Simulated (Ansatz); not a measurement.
# Quasiparticle gap of YPO4 (I4_1/amd), part 2 of 2

How far does one-shot GW move the HSE06 gap of YPO4 (I4_1/amd)?

Ansatz 0.2.0; HSE06, then G0W0 on it, plane waves, PAW. Known limits of the many-body steps: finite bands, screening cutoff and k mesh; no spin-orbit coupling in G0W0.

So far. Step 2 (HSE06 levels on the mesh and at listed points): Over mesh and listed points the gap is 7.829 eV, from k = Γ to k = (0.000, 0.000, 0.350). The least direct gap found is 8.049 eV, at k = (0.000, 0.000, 0.167). On the 4×4×4 mesh alone the same run gives 7.871 eV, so that mesh misses an edge of HSE06: 7.871 − 7.829 = +0.042 eV.

The database entry behind the starting cell differs from later determinations by our own check (impure mineral, about 0.2 % long), so it need not match the best structure at ambient conditions.

In doubt: masses and optical values from hybrid runs of this build are listed as unsure (step 3), which bears on the screening that GW takes from such a start.

### 3. One-shot GW

G0W0 replaces the xc potential by a self-energy built once from the orbitals of the start. Levels are corrected in the window of bands that the input names, at points of the mesh.

This step: G0W0 on HSE06, plane waves, PAW.

File input.yaml:

```yaml
crystal:
  lattice:
    - [-3.44735, 3.44735, 3.0138]
    - [3.44735, -3.44735, 3.0138]
    - [3.44735, 3.44735, -3.0138]
  atoms:
    - { symbol: "Y", position: [0.75, 0.25, 0.5] }
    - { symbol: "Y", position: [0.0, 0.0, 0.0] }
    - { symbol: P, position: [0.5, 0.5, 0.0] }
    - { symbol: P, position: [0.25, 0.75, 0.5] }
    - { symbol: O, position: [0.1661, 0.3408, 0.8253] }
    - { symbol: O, position: [0.0908, 0.7655, 0.6747] }
    - { symbol: O, position: [0.5155, 0.3408, 0.1747] }
    - { symbol: O, position: [0.0908, 0.4161, 0.3253] }
    - { symbol: O, position: [0.5839, 0.9092, 0.6747] }
    - { symbol: O, position: [0.6592, 0.8339, 0.1747] }
    - { symbol: O, position: [0.2345, 0.9092, 0.3253] }
    - { symbol: O, position: [0.6592, 0.4845, 0.8253] }
kpoints:
  mp_grid: { grid: [4, 4, 4] }
hamiltonian:
  xc: hse06
scf:
  occupations: { method: fixed }
gw:
  n_empty_bands: 305
  ecut_chi: 96
  qp_bands: [v4, c4]
  qp_kpoints: band_edges
  screening: { model: contour_deformation }
```

Command:

```sh
$ ansatz run input.yaml --threads 24 --pin off --max-ram 82944MiB --backend cuda --events-out ev --progress --plain --runs-dir out --devices 1 --max-vram 78GiB
```

Numbers of over 12 decimals in the logs are rounded to 6 here.

Output:

```text
GPUs: using 1 of 1 available (devices: 1).
[...]
Crystal: 12 atoms, lattice volume = 143.267 Å³
Basis set: ecut = 420 eV, 2783 PW (Γ)
Bands: 52, of which v1, the nominal top of the filled ones, is band 40 counted from 1 (39 counted from 0)
Symmetry: 16 space group operations
[...]
k-points: 13 of 64
[...]
SCF iter   1: F=—  HF=-13764.592361 eV  |F-HF|=—  |Δ(HF+E_count)|=         —  Δρ=1.82e-3  dr2=3.09e-3  ethr=1.77e-3  ⟨swp⟩=2.0  Hψ=4774  notcnv=0
[...]
SCF iter   2: F=-13764.595369 eV  HF=-13764.594660 eV  |F-HF|=7.09e-4  |Δ(HF+E_count)|=   2.30e-3  Δρ=9.43e-4  dr2=5.27e-4  ethr=3.87e-6  ⟨swp⟩=4.5  Hψ=2275  notcnv=0
SCF 1 stopped early in 2 iterations: F = -13764.595369 eV  dr2 = 5.27e-4
[...]
Frozen-core exchange: fock
SCF iter   1: F=—  HF=-13770.125645 eV  |F-HF|=—  |Δ(HF+E_count)|=         —  Δρ=8.50e-3  dr2=1.06e-1  ethr=6.59e-6  ⟨swp⟩=6.5  Hψ=3396  notcnv=0
[...]
hybrid outer 1: dexx = +3.382e-2 eV, tail = 7.57e-5 eV
[...]
SCF 3 converged in 5 iterations: F = -13770.114367 eV  dr2 = 3.34e-9
[...]
4    44     14.7168    -9.7627    -4.2000   -15.2138  0.8589    15.9769    15.9679  root
     5    37      4.6769   -25.6411     4.1303   -21.1063  0.8192     4.2713     4.2724  root
     5    38      4.7259   -26.0517     4.0777   -21.6320  0.8209     4.3832     4.3840  root
     5    39      5.3138   -26.4498     4.1835   -21.9412  0.8198     4.9879     4.9886  root
     5    40      5.3885   -26.8306     4.1110   -22.4543  0.8224     5.1227     5.1232  root
     5    41     13.7557    -8.9773    -4.0638   -14.1821  0.8594    14.9042    14.8967  root
     5    42     13.9657    -8.3800    -4.3289   -13.8436  0.8601    15.1081    15.1003  root
     5    43     14.4419    -9.5384    -4.1159   -14.8707  0.8610    15.6665    15.6584  root
     5    44     14.5953   -10.1676    -4.1771   -15.6146  0.8598    15.8741    15.8651  root
     6    37      4.6738   -25.6052     4.1156   -21.0846  0.8195     4.2677     4.2688  root
     6    38      5.1544   -26.5627     4.1021   -22.1668  0.8220     4.8601     4.8607  root
     6    39      5.1579   -26.5546     4.1034   -22.1547  0.8219     4.8607     4.8613  root
     6    40      5.3025   -26.4157     4.1784   -21.9097  0.8198     4.9742     4.9749  root
     6    41     13.7835    -9.0110    -4.0790   -14.2371  0.8591    14.9382    14.9307  root
     6    42     13.8605    -8.2114    -4.2866   -13.6068  0.8619    14.9765    14.9693  root
     6    43     14.6311    -9.7999    -4.1220   -15.1392  0.8599    15.8566    15.8484  root
     6    44     14.6376    -9.9927    -4.1418   -15.3963  0.8587    15.9084    15.8995  root
     7    37      4.5686   -25.8876     4.0690   -21.4575  0.8210     4.2067     4.2076  root
     7    38      4.5686   -25.8876     4.0690   -21.4575  0.8210     4.2067     4.2076  root
     7    39      5.0539   -26.0932     4.1527   -21.5800  0.8197     4.6925     4.6934  root
     7    40      5.0539   -26.0932     4.1527   -21.5800  0.8197     4.6925     4.6934  root
     7    41     13.5520    -8.3095    -4.1516   -13.5526  0.8632    14.6502    14.6435  root
     7    42     13.5520    -8.3095    -4.1516   -13.5526  0.8632    14.6502    14.6435  root
     7    43     14.6321   -10.1706    -4.1293   -15.5893  0.8576    15.9309    15.9215  root
     7    44     14.6321   -10.1706    -4.1293   -15.5893  0.8576    15.9309    15.9215  root
     8    37      4.5787   -25.5805     4.1462   -21.0181  0.8185     4.1612     4.1624  root
     8    38      5.3522   -26.7755     4.1036   -22.4004  0.8227     5.0802     5.0807  root
     8    39      5.3522   -26.7755     4.1036   -22.4004  0.8227     5.0802     5.0807  root
     8    40      5.3601   -26.4343     4.1755   -21.9362  0.8199     5.0368     5.0375  root
     8    41     14.0622    -9.5309    -4.1054   -14.8381  0.8549    15.2728    15.2640  root
     8    42     14.2869    -9.2742    -4.0499   -14.4299  0.8644    15.3991    15.3927  root
     8    43     14.3368    -8.6299    -4.4694   -14.2840  0.8560    15.5307    15.5214  root
     8    44     14.5524   -10.7477    -4.2560   -16.3438  0.8607    15.9021    15.8924  root
     9    37      4.5110   -25.3350     4.1007   -20.8026  0.8191     4.0780     4.0793  root
     9    38      5.0289   -25.9479     4.1420   -21.4311  0.8201     4.6532     4.6541  root
     9    39      5.0291   -26.4695     4.1134   -22.0435  0.8218     4.7159     4.7165  root
     9    40      5.2045   -26.6335     4.1208   -22.2175  0.8220     4.9087     4.9092  root
     9    41     13.9480    -8.8901    -4.1617   -14.2025  0.8584    15.1066    15.0987  root
     9    42     14.1071    -8.9526    -4.2579   -14.3859  0.8571    15.2910    15.2825  root
     9    43     14.3685    -9.6064    -4.1202   -14.9280  0.8626    15.5777    15.5700  root
[...]
10    41     13.5143    -8.4276    -4.0787   -13.5926  0.8627    14.6071    14.6006  root
    10    42     14.0459    -9.0373    -4.0878   -14.2529  0.8650    15.1803    15.1737  root
    10    43     14.0971    -8.6191    -4.3323   -14.1082  0.8581    15.2622    15.2538  root
    10    44     14.6555    -9.4270    -4.2876   -14.9615  0.8606    15.9113    15.9024  root
    11    37      4.6830   -25.9643     4.1074   -21.4848  0.8206     4.3099     4.3109  root
    11    38      4.6830   -25.9643     4.1074   -21.4848  0.8206     4.3099     4.3109  root
    11    39      4.9105   -26.1685     4.1415   -21.6742  0.8204     4.5568     4.5576  root
    11    40      4.9105   -26.1685     4.1415   -21.6742  0.8204     4.5568     4.5576  root
    11    41     13.8061    -8.5903    -4.1720   -13.8827  0.8608    14.9337    14.9265  root
    11    42     13.8061    -8.5903    -4.1720   -13.8827  0.8608    14.9337    14.9265  root
    11    43     14.5106    -9.5020    -4.1662   -14.8858  0.8606    15.7365    15.7282  root
    11    44     14.5106    -9.5020    -4.1662   -14.8858  0.8606    15.7365    15.7282  root
```

Run time: 19 s. Hardware: 1 × NVIDIA GB200 (shared by 2 runs) with 24 threads of Arm Neoverse V2, shared host; peak memory 2.1 GiB; 64 s of CPU time.

Numbers from this step:

```
bands summed                                    : 345
RPA ε∞ on this mesh (eigenvalues)               : 2.614, 2.614, 2.900
plane waves in the screening matrix             : 313
q-points in the mesh                            : 64
G0W0 gap over the corrected points              : 9.228 eV
k of the valence top                            : 0, 0, 0
k of the conduction bottom                      : 0, 0, 0.25
starting gap on the mesh                        : 7.871 eV
Z at the valence top                            : 0.8201
Z at the conduction bottom                      : 0.8639
least direct G0W0 gap over the corrected points : 9.232 eV
```

Over 12 of 13 irreducible mesh points the G0W0 gap is 9.228 eV, from k = Γ to k = (0.000, 0.000, 0.250). The HSE06 gap of this run on the mesh is 7.871 eV. The two states that bound the G0W0 gap lie that far apart at the start, so the correction of the gap is 9.228 − 7.871 = +1.357 eV.

Labels follow the order of the start: v1 is the top filled band, c1 the lowest empty one; levels that stay degenerate share a row, the window can cut a multiplet, doubted levels are not marked in this list, bands outside the window were not corrected, and the list may be a part of the corrected levels. Levels before and after the correction, in eV, zero at the valence-band top of each column:

```tsv
	conduction bottom	valence top
HSE06	7.87	0.00
G0W0	9.23	0.00
```

```tsv
	level	occupation	energy (eV)
HSE06	Γ v3-v2	2	-0.502
HSE06	Γ v1	2	0.000
HSE06	Γ c1	0	8.050
HSE06	Γ c2	0	8.092
HSE06	Γ c3	0	9.002
HSE06	(0 0 0.25) v3	2	-0.556
HSE06	(0 0 0.25) v2	2	-0.533
HSE06	(0 0 0.25) v1	2	-0.189
HSE06	(0 0 0.25) c1	0	7.871
HSE06	(0 0 0.25) c2	0	8.457
HSE06	(0 0 0.25) c3	0	8.710
G0W0	Γ v3-v2	2	-0.521
G0W0	Γ v1	2	0.000
G0W0	Γ c1	0	9.232
G0W0	Γ c2	0	9.503
G0W0	Γ c3	0	10.507
G0W0	(0 0 0.25) v3	2	-0.579
G0W0	(0 0 0.25) v2	2	-0.597
G0W0	(0 0 0.25) v1	2	-0.222
G0W0	(0 0 0.25) c1	0	9.228
G0W0	(0 0 0.25) c2	0	9.850
G0W0	(0 0 0.25) c3	0	10.107
```

The parts of the quasiparticle energy for the two states that bound the G0W0 gap, in eV on the run's own scale (QP = start + Σx + Σc − Vxc, with Σc at the quasiparticle energy):

```tsv
edge	k	band	start	Σx	Σc	Vxc	Z	QP
valence top	Γ	40	5.523	−26.687	4.181	−22.216	0.820	5.233
conduction bottom	(0.000, 0.000, 0.250)	41	13.394	−8.255	−4.085	−13.406	0.864	14.461
```

For a hybrid start, Vxc holds its share of exact exchange.

### 4. The runs together

Each gap is the least one over the points named; times are wall times on shared hosts, not benchmarks. A G0W0 time includes the run's own self-consistent start. Runs with listed points see these and the mesh alone, so an edge that moves elsewhere is missed.

```tsv
level	mesh	files, cutoff	bands summed, screening	points	gap (eV)	valence top	conduction bottom	least direct gap (eV)	time
HSE06	4×4×4	soft_2 PAW, 420 eV	-	mesh and listed points	7.829	Γ	(0.000, 0.000, 0.350)	8.049	7.5 s
G0W0@HSE06	4×4×4	soft_2 PAW, 420 eV	345, 96 eV	12 of 13 irreducible mesh points	9.228	Γ	(0.000, 0.000, 0.250)	9.232	19 s
```

### 5. Outcome

| Quantity | Value |
| --- | --- |
| HSE06 gap over mesh and listed points | 7.829 eV, from k = Γ to k = (0.000, 0.000, 0.350) |
| G0W0@HSE06 gap over 12 of 13 irreducible mesh points | 9.228 eV, from k = Γ to k = (0.000, 0.000, 0.250) |
| GW settings | 4×4×4 mesh, 305 empty bands, screening to 96 eV |
| known limits | finite bands, screening cutoff and k mesh; no spin-orbit coupling in G0W0 |

What this shows: Over 12 of 13 irreducible mesh points the G0W0 gap is 9.228 eV, from k = Γ to k = (0.000, 0.000, 0.250). The HSE06 gap of this run on the mesh is 7.871 eV. The two states that bound the G0W0 gap lie that far apart at the start, so the correction of the gap is 9.228 − 7.871 = +1.357 eV. The valence state moves by 5.233 − 5.523 = −0.290 eV and the conduction state by 14.461 − 13.394 = +1.067 eV, on the run's own scale; how far single levels stand from their limit in bands is not shown. Over mesh and listed points, HSE06 puts the conduction bottom at k = (0.000, 0.000, 0.350), where no G0W0 correction was computed. The G0W0 gap over the whole zone is therefore not known from this run; at its settings it can only be equal to or under the 9.228 eV found, and no correction is carried over from another point. For the start itself the gap is 7.829 eV over mesh and listed points and 7.871 eV on the mesh of the G0W0 run. No second run with other bands and screening cutoff is shown, so the distance to the basis limit is not known. On another start, G0W0@r2SCAN runs of this series (4×4×4 mesh, soft_2 PAW; not shown as steps) give 8.855 eV with 148 bands and 48 eV, 8.773 eV with 345 bands and 96 eV and 8.882 eV with 698 bands and 160 eV. G0W0 on other starts in this series, not shown as steps and not all at these settings: 8.773 eV on r2SCAN (4×4×4, soft_2 PAW, 345 bands, 96 eV) and 9.444 eV on PBE0 (4×4×4, soft_2 PAW, 345 bands, 96 eV). Two runs of this series at another level, not shown as steps, test spin-orbit coupling. r2SCAN+SOC against r2SCAN: 6.593 − 6.593 = +0.000 eV, with the same mesh, set of files (read in its fully relativistic form for the spin-orbit run) and cutoff, and both edges at the same k points. The spin-orbit run sees mesh and listed points alone, so its gap is an upper bound: the coupling can move an edge off these points, and the change over the zone, its sign included where it is small, is not known. What spin-orbit coupling does to the G0W0 levels was not computed, so no sum with the G0W0 gap is formed. The G0W0 runs are scalar-relativistic. No pair of G0W0 runs that differ in the mesh alone is shown (4×4×4 is a supercell whose nearest images lie 23 Å apart), so the error from the mesh is not known here. G0W0 is shown with one set of atomic data (soft_2 PAW), so the error from the files is not known here.

[Paths, hosts, dates, memory and timing lines, banners, echoed tables and standing remarks are left out of the program output.]

[Logs are printed without paths, hosts, clocks, repeated set-up lines and the standing remarks that a program may print on its own settings, such as how far it seeks lower states.]

[Runs of the session that timed out or met a known fault of the program may be left out.]

[Cells called generated may have been cut or substituted from an entry of the Crystallography Open Database or the Materials Project.]

[Hosts, paths, dates, database ids (printed as entryN), source tags and the programs' standing remarks are cut or masked in the printed files.]

[Where an RPA ε∞ is given, it is that of the G0W0 mesh and is not shown converged in it. Names of k-points follow the symmetry that the program found, which can be lower than the space group named. Band edges on a path are those of the sampled points; other points can move an edge, and change direct to indirect where valleys lie close.]

[Hybrid gaps are those of their k-mesh and are not shown converged in it.]
